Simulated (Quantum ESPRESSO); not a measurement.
# Ba2Fe2Se2OF2: which magnetic order is lowest, part 2 of 2

A self-consistent run ends on one state, which hangs on the start. Several orders of Ba2Fe2Se2OF2 are started in Quantum ESPRESSO and their energies compared.

Quantum ESPRESSO 7.5; PBEsol; plane waves with GBRV 1.5 PBEsol potentials, no spin-orbit coupling.

So far, absolute magnetization (μB): step 2 (run 1 (ferro ++)) 8.06.

### 3. Run 2, typed as antiferro +−

Input file pw.in:

```
&CONTROL
  calculation = 'scf'
  prefix = 'pwscf'
  outdir = './tmp'
  pseudo_dir = './pseudo'
  disk_io = 'nowf'
/
&SYSTEM
  ibrav = 0
  celldm(1) = 8
  nat = 9
  ntyp = 6
  ecutwfc = 40
  ecutrho = 280
  nbnd = 55
  occupations = 'smearing'
  smearing = 'fd'
  degauss = 0.00367493
  nspin = 2
  starting_magnetization(1) = 0
  starting_magnetization(2) = 0.25
  starting_magnetization(3) = -0.25
  starting_magnetization(4) = 0
  starting_magnetization(5) = 0
  starting_magnetization(6) = 0
/
&ELECTRONS
  conv_thr = 1.8d-08
  electron_maxstep = 150
  mixing_beta = 0.3
/
ATOMIC_SPECIES
Ba    137.3270 ba_pbesol_v1.uspp.F.UPF
Fe1    55.8450 fe_pbesol_v1.5.uspp.F.UPF
Fe2    55.8450 fe_pbesol_v1.5.uspp.F.UPF
Se     78.9710 se_pbesol_v1.uspp.F.UPF
O      15.9990 o_pbesol_v1.2.uspp.F.UPF
F      18.9984 f_pbesol_v1.4.uspp.F.UPF
CELL_PARAMETERS alat
  -0.4954153251472    0.4954153251472    2.3057020878090
   0.4954153251472   -0.4954153251472    2.3057020878090
   0.4954153251472    0.4954153251472   -2.3057020878090
ATOMIC_POSITIONS crystal
Ba      0.6694250000    0.6694250000    0.0000000000
Ba      0.3305750000    0.3305750000    0.0000000000
Fe1     0.0000000000    0.5000000000    0.5000000000
Fe2     0.5000000000    0.0000000000    0.5000000000
Se      0.0898200000    0.0898200000    0.0000000000
Se      0.9101800000    0.9101800000    0.0000000000
O       0.5000000000    0.5000000000    0.0000000000
F       0.2500000000    0.7500000000    0.5000000000
F       0.7500000000    0.2500000000    0.5000000000
K_POINTS automatic
6 6 6 0 0 0
```

Started as:

```console
$ OMP_NUM_THREADS=1 mpirun -n 4 pw.x -nk 4 -in pw.in > pw.out
```

Output:

```text
[banner, memory and clock lines left out]
Program PWSCF v.7.5 starts

     Message from routine setup:
     using ibrav=0 with symmetry is DISCOURAGED, use correct ibrav instead

     bravais-lattice index     =            0
     lattice parameter (alat)  =       8.0000  a.u.
     unit-cell volume          =    1158.9695 (a.u.)^3
     number of atoms/cell      =            9
     number of atomic types    =            6
     number of electrons       =        84.00
     number of Kohn-Sham states=           55
     kinetic-energy cutoff     =      40.0000  Ry
     charge density cutoff     =     280.0000  Ry
     scf convergence threshold =      1.8E-08
     mixing beta               =       0.3000
     number of iterations used =            8  plain     mixing
     Exchange-correlation= SLA  PW   PSX  PSC
                           (   1   4  10   8   0   0   0)

     celldm(1)=   8.000000  celldm(2)=   0.000000  celldm(3)=   0.000000
     celldm(4)=   0.000000  celldm(5)=   0.000000  celldm(6)=   0.000000

     crystal axes: (cart. coord. in units of alat)
               a(1) = (  -0.495415   0.495415   2.305702 )
               a(2) = (   0.495415  -0.495415   2.305702 )
               a(3) = (   0.495415   0.495415  -2.305702 )

     reciprocal axes: (cart. coord. in units 2 pi/alat)
               b(1) = (  0.000000  1.009254  0.216854 )
               b(2) = (  1.009254  0.000000  0.216854 )
               b(3) = (  1.009254  1.009254  0.000000 )

     PseudoPot. # 1 for Ba read from file:
     ba_pbesol_v1.uspp.F.UPF
     Pseudo is Ultrasoft + core correction, Zval = 10.0

     PseudoPot. # 2 for Fe read from file:
     fe_pbesol_v1.5.uspp.F.UPF
     Pseudo is Ultrasoft + core correction, Zval = 16.0

     PseudoPot. # 3 for Fe read from file:
     fe_pbesol_v1.5.uspp.F.UPF
     Pseudo is Ultrasoft + core correction, Zval = 16.0

     PseudoPot. # 4 for Se read from file:
     se_pbesol_v1.uspp.F.UPF
     Pseudo is Ultrasoft + core correction, Zval =  6.0

     PseudoPot. # 5 for O  read from file:
     o_pbesol_v1.2.uspp.F.UPF
     Pseudo is Ultrasoft + core correction, Zval =  6.0

     PseudoPot. # 6 for F  read from file:
     f_pbesol_v1.4.uspp.F.UPF
     Pseudo is Ultrasoft, Zval =  7.0

     atomic species   valence    mass     pseudopotential
     Ba               10.00   137.32700     Ba( 1.00)
     Fe1              16.00    55.84500     Fe( 1.00)
     Fe2              16.00    55.84500     Fe( 1.00)
     Se                6.00    78.97100     Se( 1.00)
     O                 6.00    15.99900     O ( 1.00)
     F                 7.00    18.99840     F ( 1.00)

     Starting magnetic structure
     atomic species   magnetization
     Ba              0.000
     Fe1             0.250
     Fe2            -0.250
     Se              0.000
     O               0.000
     F               0.000

      8 Sym. Ops., with inversion, found

   Cartesian axes

     site n.     atom                  positions (alat units)
         1        Ba     tau(   1) = (   0.0000000   0.0000000   3.0869892  )
         2        Ba     tau(   2) = (  -0.0000000  -0.0000000   1.5244149  )
         3        Fe1    tau(   3) = (   0.4954153   0.0000000   0.0000000  )
         4        Fe2    tau(   4) = (   0.0000000   0.4954153   0.0000000  )
         5        Se     tau(   5) = (   0.0000000   0.0000000   0.4141963  )
         6        Se     tau(   6) = (   0.0000000   0.0000000   4.1972079  )
         7        O      tau(   7) = (   0.0000000   0.0000000   2.3057021  )
         8        F      tau(   8) = (   0.4954153   0.0000000   1.1528510  )
         9        F      tau(   9) = (   0.0000000   0.4954153   1.1528510  )

     number of k points=    46  Fermi-Dirac smearing, width (Ry)=  0.0037
                       cart. coord. in units 2pi/alat
        k(    1) = (   0.0000000   0.0000000   0.0000000), wk =   0.0046296
        k(    2) = (   0.1682090   0.1682090   0.0000000), wk =   0.0185185
        k(    3) = (   0.3364181   0.3364181   0.0000000), wk =   0.0185185
        k(    4) = (  -0.5046271  -0.5046271   0.0000000), wk =   0.0092593
        k(    5) = (   0.1682090   0.0000000   0.0361423), wk =   0.0185185
        [... 41 further k-points ...]

     Dense  grid:    91755 G-vectors     FFT dimensions: ( 108, 108, 108)

     Smooth grid:    39539 G-vectors     FFT dimensions: (  80,  80,  80)

     Check: negative core charge=   -0.000013
     Generating pointlists ...
     new r_m :   0.2554 (alat units)  2.0436 (a.u.) for type    1
     new r_m :   0.2044 (alat units)  1.6349 (a.u.) for type    2
     new r_m :   0.2044 (alat units)  1.6349 (a.u.) for type    3
     new r_m :   0.2664 (alat units)  2.1310 (a.u.) for type    4
     new r_m :   0.2044 (alat units)  1.6349 (a.u.) for type    5
     new r_m :   0.2554 (alat units)  2.0436 (a.u.) for type    6

     Initial potential from superposition of free atoms

     starting charge      81.9722, renormalised to      84.0000

     negative rho (up, down):  9.842E-02 9.842E-02
     Starting wfcs are   72 randomized atomic wfcs

     Self-consistent Calculation

     iteration #  1     ecut=    40.00 Ry     beta= 0.30
     Davidson diagonalization with overlap
     ethr =  1.00E-02,  avg # of iterations =  4.6

     negative rho (up, down):  9.422E-02 9.422E-02

     total energy              =    -817.58068009 Ry
     estimated scf accuracy    <      87.94951203 Ry

     total magnetization       =    -0.00 Bohr mag/cell
     absolute magnetization    =     0.73 Bohr mag/cell

     iteration #  2     ecut=    40.00 Ry     beta= 0.30
     Davidson diagonalization with overlap
     ethr =  1.00E-02,  avg # of iterations =  7.7

     negative rho (up, down):  6.972E-02 6.968E-02

     total energy              =    -831.72796380 Ry
     estimated scf accuracy    <     617.48819228 Ry

     total magnetization       =    -0.02 Bohr mag/cell
     absolute magnetization    =     0.17 Bohr mag/cell

     [... further iterations left out ...]

     iteration # 20     ecut=    40.00 Ry     beta= 0.30
     Davidson diagonalization with overlap
     ethr =  1.05E-10,  avg # of iterations =  2.9

     negative rho (up, down):  8.859E-02 8.859E-02

     total energy              =    -857.42812526 Ry
     estimated scf accuracy    <       0.00000004 Ry

     total magnetization       =    -0.00 Bohr mag/cell
     absolute magnetization    =     7.05 Bohr mag/cell

     iteration # 21     ecut=    40.00 Ry     beta= 0.30
     Davidson diagonalization with overlap
     ethr =  5.23E-11,  avg # of iterations =  1.4

     negative rho (up, down):  8.859E-02 8.859E-02

     Magnetic moment per site  (integrated on atomic sphere of radius R)
     atom   1 (R=0.255)  charge=  6.2531  magn=  0.0000
     atom   2 (R=0.255)  charge=  6.2531  magn=  0.0000
     atom   3 (R=0.204)  charge= 13.4081  magn=  3.1141
     atom   4 (R=0.204)  charge= 13.4082  magn= -3.1141
     atom   5 (R=0.266)  charge=  4.3711  magn= -0.0000
     atom   6 (R=0.266)  charge=  4.3711  magn= -0.0000
     atom   7 (R=0.204)  charge=  5.6158  magn= -0.0000
     atom   8 (R=0.255)  charge=  7.3584  magn= -0.0000
     atom   9 (R=0.255)  charge=  7.3584  magn= -0.0000

     End of self-consistent calculation

     [... lines left out ...]
     the Fermi energy is     9.6510 ev

!    total energy              =    -857.42812531 Ry
     estimated scf accuracy    <          4.9E-09 Ry
     smearing contrib. (-TS)   =      -0.00289569 Ry
     internal energy E=F+TS    =    -857.42522962 Ry

     The total energy is F=E-TS. E is the sum of the following terms:
     one-electron contribution =    -581.60139855 Ry
     hartree contribution      =     330.58080229 Ry
     xc contribution           =    -197.84127976 Ry
     ewald contribution        =    -408.56335361 Ry

     total magnetization       =    -0.00 Bohr mag/cell
     absolute magnetization    =     7.05 Bohr mag/cell

     convergence has been achieved in  21 iterations
```

It took 8.3 min on 4 MPI ranks of AMD EPYC 9R14 (Zen 4), shared host; peak memory 2.4 GiB; 33 min of CPU time.

Spin moment in the atom's sphere by atom:

| atom | spin moment in the atom's sphere (μB) |
| --- | --- |
| Ba1 | 0.00 |
| Ba2 | 0.00 |
| Fe3 | 3.11 |
| Fe4 | -3.11 |
| Se5 | 0.00 |
| Se6 | 0.00 |
| O7 | 0.00 |
| F8 | 0.00 |
| F9 | 0.00 |

Read from the output:

| Property | Result |
| --- | --- |
| smearing term TS | 0.03940 eV |
| magnetization | 0 μB |
| absolute magnetization | 7.051 μB |
| final state | antiferromagnetic |

### 4. The states side by side

An order is kept where moments of 0.15 μB or more survive with the typed signs; meshes match where a doubled cell samples the same k points as the first cell.

Orders:

| start | final state | typed order kept | energy over the lowest (meV a seeded atom) | largest site moment (μB) | net moment (μB a cell of the first run) | mesh matched | CPU time (s) |
| --- | --- | --- | --- | --- | --- | --- | --- |
| ferro ++ | ferromagnetic | yes | 0 | 3.263 | 7.999 | yes | 1338 |
| antiferro +- | antiferromagnetic | yes | 98.05 | 3.114 | 0 | yes | 1984 |

### 5. What came out

```
lowest state found      : ferromagnetic (from ferro ++)
largest site moment     : 3.26 μB
next state with moments : antiferromagnetic, 98.1 meV a seeded atom higher
```

In words: Only these 2 starts were compared; other wavevectors, canted and longer-period orders were not. No Hubbard term acts here. In such compounds local and semilocal functionals without one often delocalise the d electrons, and can shrink or lose moments and miss the size, sign and order of the couplings. The smearing term is large for its width, so states at the Fermi level are partly filled: at this level the cell is a metal or has a gap of a few widths at most.

[Logs and program files are shortened in this print: banners, set-up blocks, solver, clock and traceback lines can be left out without a mark of their own.]

[Logs are printed without paths, hosts, clocks, repeated set-up lines and the standing remarks that a program may print on its own settings, such as how far it seeks lower states.]

[Hosts, paths, dates, database ids (printed as entryN), source tags and the programs' standing remarks are cut or masked in the printed files.]

[Where a cell is said to come from a database of computed structures, the database is the Materials Project.]
